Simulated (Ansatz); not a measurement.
**One crystal, many levels of theory: NbInO4 (P2/c)**

Aim: the gap of NbInO4 (P2/c) at several levels of theory on one structure, with the time that each takes.

Main program and level: Ansatz 0.2.0; density functionals, hybrids and G0W0, plane waves, PAW.

**Experimental background.**

- Gap 4.7 eV: direct gap from Elliott-Toyozawa fit; diffuse reflectance; 300 K; powder (“Accurate Determination of the Band-Gap Energy of the Rare-Earth Niobate Series”, 2024, arxiv:2401.13477).

Report form: the programs' logs are mostly left out.

In doubt: masses and optical values from hybrid runs of this build are listed as unsure (steps 8, 9), which bears on the screening that GW takes from such a start.

## 1. The starting structure

Symmetry: P2/c, No. 13, monoclinic system. Conventional cell: a = 4.835 Å, b = 5.771 Å, c = 5.144 Å, α = 90.00°, β = 91.13°, γ = 90.00°. Nb has 6 O at 1.88 to 2.15 Å nearest. Nearest to In lie 6 O at 2.10 to 2.23 Å. O has 1 Nb at 1.88 Å and 2 In at 2.15 to 2.23 Å nearest. Nearest to O lie 2 Nb at 1.98 to 2.15 Å and 1 In at 2.10 Å. Farther neighbours and most contacts between anions are not listed.

The cell and positions come from the Crystallography Open Database and are kept as given unless a step says otherwise. The default PAW set here is soft_2. Its files were made with PBE.

## 2. LDA on the 6×4×4 mesh

This step: DFT, LDA, plane waves, PAW.

The input, input.yaml:

```yaml
crystal:
  lattice:
    - [4.8355, 0.0, 0.0]
    - [0.0, 5.7709, 0.0]
    - [-0.1014445258, 0.0, 5.1429996119]
  atoms:
    - { symbol: Nb, position: [0.0, 0.1779, 0.25] }
    - { symbol: Nb, position: [0.0, 0.8221, 0.75] }
    - { symbol: In, position: [0.5, 0.6825, 0.25] }
    - { symbol: In, position: [0.5, 0.3175, 0.75] }
    - { symbol: O, position: [0.26, 0.618, 0.901] }
    - { symbol: O, position: [0.74, 0.618, 0.599] }
    - { symbol: O, position: [0.74, 0.382, 0.099] }
    - { symbol: O, position: [0.26, 0.382, 0.401] }
    - { symbol: O, position: [0.217, 0.898, 0.438] }
    - { symbol: O, position: [0.783, 0.898, 0.062] }
    - { symbol: O, position: [0.783, 0.102, 0.562] }
    - { symbol: O, position: [0.217, 0.102, 0.938] }
kpoints:
  mp_grid: { grid: [6, 4, 4] }
  band_path:
    path:
      - [0.0, 0.0, 0.0]
      - [0.0, 0.5, 0.0]
      - [0.0, 0.5, 0.5]
      - [0.0, 0.0, 0.5]
      - [-0.5, 0.0, 0.5]
      - [-0.5, 0.5, 0.5]
      - [-0.5, 0.5, 0.0]
      - [-0.5, 0.0, 0.0]
      - [0.3333333333, 0.0, -0.25]
      - [0.1666666667, 0.0, -0.5]
    npoints: 1
hamiltonian:
  xc: lda
scf:
  occupations: { method: fixed }
  n_extra_bands: 8
output:
  eigenvalues: true
  forces: true
  stress: true
```

Run with:

```sh
$ ansatz run input.yaml --threads 24 --pin off --max-ram 82944MiB --backend cuda --events-out ev --progress --plain --runs-dir out --devices 1 --max-vram 78GiB
```

The job ended after 1.7 s (1 × NVIDIA GB200 (shared by 2 runs) with 24 threads of Arm Neoverse V2, shared host; peak memory 1.1 GiB; 3.6 s of CPU time).

This step gave:

| Property | Result |
| --- | --- |
| pressure | -4.455 GPa |
| gap | 3.197 eV |
| valence top at | k = (0.333, 0.000, -0.250) |
| conduction bottom at | k = (0.167, 0.000, -0.500) |
| least direct gap | 3.370 eV |

Over mesh and listed points the gap is 3.197 eV, from k = (0.333, 0.000, -0.250) to k = (0.167, 0.000, -0.500). The least direct gap found is 3.370 eV, at k = (0.000, 0.500, 0.000). The pressure in this cell is -4 GPa; the cell is kept.

## 3. r2SCAN on the 6×4×4 mesh

Levels along a band path and on the mesh show where this functional puts the band edges.

This step: DFT, r2SCAN, plane waves, PAW.

Changes to input.yaml since step 2:

```diff
@@ -26,13 +26,14 @@
       - [0.0, 0.0, 0.5]
+      - [0.0, 0.0, 0.0]
       - [-0.5, 0.0, 0.5]
       - [-0.5, 0.5, 0.5]
+      - [0.0, 0.5, 0.0]
       - [-0.5, 0.5, 0.0]
       - [-0.5, 0.0, 0.0]
-      - [0.3333333333, 0.0, -0.25]
-      - [0.1666666667, 0.0, -0.5]
-    npoints: 1
+      - [0.0, 0.0, 0.0]
+    npoints: 10
 hamiltonian:
-  xc: lda
+  xc: r2scan
 scf:
-  occupations: { method: fixed }
+  occupations: { method: fermi_dirac, width: 0.02 }
   n_extra_bands: 8
```

Wall time 1.9 s (1 × NVIDIA GB200 (shared by 2 runs) with 24 threads); peak memory 1.1 GiB.

Numbers from this step:

```
pressure             : 1.986 GPa
filled bands         : 50
gap                  : 3.797 eV
valence top at       : k = (0.333, 0.000, -0.250)
conduction bottom at : k = (0.167, 0.000, -0.500)
least direct gap     : 3.939 eV
```

Over mesh and path the gap is 3.797 eV, from k = (0.333, 0.000, -0.250) to k = (0.167, 0.000, -0.500). The least direct gap found is 3.939 eV, at k = (0.000, 0.500, 0.000). r2SCAN against LDA: 3.797 − 3.197 = +0.600 eV. The runs also differ in plane-wave cutoff (420 eV and 500 eV), so how much of this comes from the functional alone is not known.

## 4. r2SCAN+SOC on the 6×4×4 mesh

This run has two-component orbitals with spin-orbit coupling.

This step: DFT, r2SCAN with spin-orbit coupling, plane waves, PAW.

Changes to input.yaml since step 3:

```diff
@@ -26,10 +26,9 @@
       - [0.0, 0.0, 0.5]
-      - [0.0, 0.0, 0.0]
       - [-0.5, 0.0, 0.5]
       - [-0.5, 0.5, 0.5]
-      - [0.0, 0.5, 0.0]
       - [-0.5, 0.5, 0.0]
       - [-0.5, 0.0, 0.0]
-      - [0.0, 0.0, 0.0]
-    npoints: 10
+      - [0.3333333333, 0.0, -0.25]
+      - [0.1666666667, 0.0, -0.5]
+    npoints: 1
 hamiltonian:
@@ -37,4 +36,7 @@
 scf:
-  occupations: { method: fermi_dirac, width: 0.02 }
-  n_extra_bands: 8
+  occupations: { method: fixed }
+  n_extra_bands: 16
+magnetization:
+  noncollinear: true
+  spin_orbit: true
 output:
```

Elapsed: 3.8 s, on 1 × NVIDIA GB200 (shared by 2 runs) with 24 threads; peak memory 1.5 GiB; 25 s of CPU time.

This step gave:

```
pressure             : 1.962 GPa
gap                  : 3.796 eV
valence top at       : k = (0.333, 0.000, -0.250)
conduction bottom at : k = (0.167, 0.000, -0.500)
least direct gap     : 3.938 eV
```

Over mesh and listed points the gap is 3.796 eV, from k = (0.333, 0.000, -0.250) to k = (0.167, 0.000, -0.500). The least direct gap found is 3.938 eV, at k = (0.000, 0.500, 0.000). r2SCAN+SOC against r2SCAN: 3.796 − 3.797 = −0.001 eV, with the same mesh, set of files (read in its fully relativistic form for the spin-orbit run) and cutoff, and both edges at the same k points. The spin-orbit run sees mesh and listed points alone, so its gap is an upper bound: the coupling can move an edge off these points, and the change over the zone, its sign included where it is small, is not known.

## 5. HSE06 on the 4×4×4 mesh

HSE06 mixes in a quarter of exact exchange at short range.

This step: DFT, HSE06, plane waves, PAW.

Changes to input.yaml since step 4:

```diff
@@ -19,3 +19,3 @@
 kpoints:
-  mp_grid: { grid: [6, 4, 4] }
+  mp_grid: { grid: [4, 4, 4] }
   band_path:
@@ -34,12 +34,7 @@
 hamiltonian:
-  xc: r2scan
+  xc: hse06
 scf:
   occupations: { method: fixed }
-  n_extra_bands: 16
-magnetization:
-  noncollinear: true
-  spin_orbit: true
+  n_extra_bands: 8
 output:
   eigenvalues: true
-  forces: true
-  stress: true
```

Run time: 12 s. Hardware: 1 × NVIDIA GB200 (shared by 2 runs) with 24 threads; peak memory 2 GiB.

This step gave:

| Property | Result |
| --- | --- |
| gap | 4.840 eV |
| valence top at | k = (0.333, 0.000, -0.250) |
| conduction bottom at | k = (0.167, 0.000, -0.500) |
| least direct gap | 5.000 eV |
| exact-exchange fraction | 0.25 |

Over mesh and listed points the gap is 4.840 eV, from k = (0.333, 0.000, -0.250) to k = (0.167, 0.000, -0.500). The least direct gap found is 5.000 eV, at k = (0.000, 0.500, 0.000). On the 4×4×4 mesh alone the same run gives 4.898 eV, so that mesh misses an edge of HSE06: 4.898 − 4.840 = +0.058 eV. HSE06 against LDA: 4.840 − 3.197 = +1.643 eV. The runs also differ in mesh (6×4×4 and 4×4×4), so how much of this comes from the functional alone is not known.

## 6. PBE0 on the 4×4×4 mesh

PBE0 mixes in a quarter of exact exchange at all distances.

This step: DFT, PBE0, plane waves, PAW.

Changes to input.yaml since step 5:

```diff
@@ -34,3 +34,3 @@
 hamiltonian:
-  xc: hse06
+  xc: pbe0
 scf:
```

Wall time 13 s (1 × NVIDIA GB200 (shared by 2 runs) with 24 threads); peak memory 2 GiB.

This step gave:

- gap: 5.600 eV
- valence top at: k = (0.333, 0.000, -0.250)
- conduction bottom at: k = (0.167, 0.000, -0.500)
- least direct gap: 5.756 eV
- exact-exchange fraction: 0.25

Over mesh and listed points the gap is 5.600 eV, from k = (0.333, 0.000, -0.250) to k = (0.167, 0.000, -0.500). The least direct gap found is 5.756 eV, at k = (0.000, 0.500, 0.000). On the 4×4×4 mesh alone the same run gives 5.659 eV, so that mesh misses an edge of PBE0: 5.659 − 5.600 = +0.059 eV. PBE0 against HSE06: 5.600 − 4.840 = +0.760 eV, with the same mesh, files and cutoff, and both edges at the same k points.

## 7. G0W0@r2SCAN, 4×2×4 mesh, 659 empty bands, screening to 160 eV

G0W0 replaces the xc potential by a self-energy built once from the orbitals of the start. Levels are corrected in the window of bands that the input names, at points of the mesh.

This step: G0W0 on r2SCAN, plane waves, PAW.

Changes to input.yaml since step 6:

```diff
@@ -19,22 +19,12 @@
 kpoints:
-  mp_grid: { grid: [4, 4, 4] }
-  band_path:
-    path:
-      - [0.0, 0.0, 0.0]
-      - [0.0, 0.5, 0.0]
-      - [0.0, 0.5, 0.5]
-      - [0.0, 0.0, 0.5]
-      - [-0.5, 0.0, 0.5]
-      - [-0.5, 0.5, 0.5]
-      - [-0.5, 0.5, 0.0]
-      - [-0.5, 0.0, 0.0]
-      - [0.3333333333, 0.0, -0.25]
-      - [0.1666666667, 0.0, -0.5]
-    npoints: 1
+  mp_grid: { grid: [4, 2, 4] }
 hamiltonian:
-  xc: pbe0
+  xc: r2scan
 scf:
   occupations: { method: fixed }
-  n_extra_bands: 8
-output:
-  eigenvalues: true
+gw:
+  n_empty_bands: 659
+  ecut_chi: 160.0
+  qp_bands: [v4, c4]
+  qp_kpoints: band_edges
+  screening: { model: contour_deformation }
```

Wall time 22 s (1 × NVIDIA GB200 (shared by 2 runs) with 24 threads); peak memory 4.3 GiB.

This step gave:

```yaml
bands_summed: 709
rpa_eps_infinity_on_this_mesh_eigenvalues: 4.412, 4.512, 4.749
plane_waves_in_the_screening_matrix: 645
g0w0_gap_over_the_corrected_points: 4.942 eV
k_of_the_valence_top: 0.25, 0, -0.25
k_of_the_conduction_bottom: 0.25, 0, -0.5
starting_gap_on_the_mesh: 3.846 eV
z_at_the_valence_top: 0.7514
z_at_the_conduction_bottom: 0.7967
least_direct_g0w0_gap_over_the_corrected_points: 5.061 eV
```

Over all 20 irreducible mesh points the G0W0 gap is 4.942 eV, from k = (0.250, 0.000, -0.250) to k = (0.250, 0.000, -0.500). The r2SCAN gap of this run on the mesh is 3.846 eV. The two states that bound the G0W0 gap lie that far apart at the start, so the correction of the gap is 4.942 − 3.846 = +1.096 eV.

## 8. G0W0@HSE06, 4×2×4 mesh, 306 empty bands, screening to 96 eV

This step: G0W0 on HSE06, plane waves, PAW.

Changes to input.yaml since step 7:

```diff
@@ -21,3 +21,3 @@
 hamiltonian:
-  xc: r2scan
+  xc: hse06
 scf:
@@ -25,4 +25,4 @@
 gw:
-  n_empty_bands: 659
-  ecut_chi: 160.0
+  n_empty_bands: 306
+  ecut_chi: 96
   qp_bands: [v4, c4]
```

Elapsed: 31 s, on 1 × NVIDIA GB200 (shared by 2 runs) with 24 threads; peak memory 2.6 GiB.

Numbers from this step:

```yaml
bands_summed: 356
rpa_eps_infinity_on_this_mesh_eigenvalues: 3.902, 3.972, 4.173
plane_waves_in_the_screening_matrix: 295
g0w0_gap_over_the_corrected_points: 5.311 eV
k_of_the_valence_top: 0.25, 0, -0.25
k_of_the_conduction_bottom: 0.25, 0, -0.5
starting_gap_on_the_mesh: 4.899 eV
z_at_the_valence_top: 0.7809
z_at_the_conduction_bottom: 0.8215
least_direct_g0w0_gap_over_the_corrected_points: 5.417 eV
```

Over all 20 irreducible mesh points the G0W0 gap is 5.311 eV, from k = (0.250, 0.000, -0.250) to k = (0.250, 0.000, -0.500). The HSE06 gap of this run on the mesh is 4.899 eV. The two states that bound the G0W0 gap lie that far apart at the start, so the correction of the gap is 5.311 − 4.899 = +0.412 eV. G0W0@HSE06 against G0W0@r2SCAN with 356 bands (a further run, in the table below): 5.311 − 4.905 = +0.406 eV. The runs also differ in plane-wave cutoff (500 eV and 420 eV), so how much of this comes from the start alone is not known.

## 9. G0W0@PBE0, 4×2×4 mesh, 306 empty bands, screening to 96 eV

This step: G0W0 on PBE0, plane waves, PAW.

Changes to input.yaml since step 8:

```diff
@@ -21,3 +21,3 @@
 hamiltonian:
-  xc: hse06
+  xc: pbe0
 scf:
```

It took 30 s on 1 × NVIDIA GB200 (shared by 2 runs) with 24 threads; peak memory 2.7 GiB; 92 s of CPU time.

This step gave:

```
bands summed                                    : 356
RPA ε∞ on this mesh (eigenvalues)               : 3.684, 3.754, 3.934
plane waves in the screening matrix             : 295
G0W0 gap over the corrected points              : 5.539 eV
k of the valence top                            : 0.25, 0, -0.25
k of the conduction bottom                      : 0.25, 0, -0.5
starting gap on the mesh                        : 5.661 eV
Z at the valence top                            : 0.7929
Z at the conduction bottom                      : 0.8317
least direct G0W0 gap over the corrected points : 5.649 eV
```

Over all 20 irreducible mesh points the G0W0 gap is 5.539 eV, from k = (0.250, 0.000, -0.250) to k = (0.250, 0.000, -0.500). The PBE0 gap of this run on the mesh is 5.661 eV. The two states that bound the G0W0 gap lie that far apart at the start, so the correction of the gap is 5.539 − 5.661 = −0.122 eV. G0W0@PBE0 against G0W0@HSE06 with 356 bands: 5.539 − 5.311 = +0.228 eV, with the same mesh, files and cutoffs, and both edges at the same k points. The program's warnings for this run: coarse exchange mesh.

(Continued in part 2 of 2.)

[Paths, hosts, dates, memory and timing lines, banners, echoed tables and standing remarks are left out of the program output.]

[Logs are printed without paths, hosts, clocks, repeated set-up lines and the standing remarks that a program may print on its own settings, such as how far it seeks lower states.]

[Runs of the session that timed out or met a known fault of the program may be left out.]

[Cells called generated may have been cut or substituted from an entry of the Crystallography Open Database or the Materials Project.]

[Hosts, paths, dates, database ids (printed as entryN), source tags and the programs' standing remarks are cut or masked in the printed files.]

[Where an RPA ε∞ is given, it is that of the G0W0 mesh and is not shown converged in it. Names of k-points follow the symmetry that the program found, which can be lower than the space group named. Band edges on a path are those of the sampled points; other points can move an edge, and change direct to indirect where valleys lie close.]

[Hybrid gaps are those of their k-mesh and are not shown converged in it.]
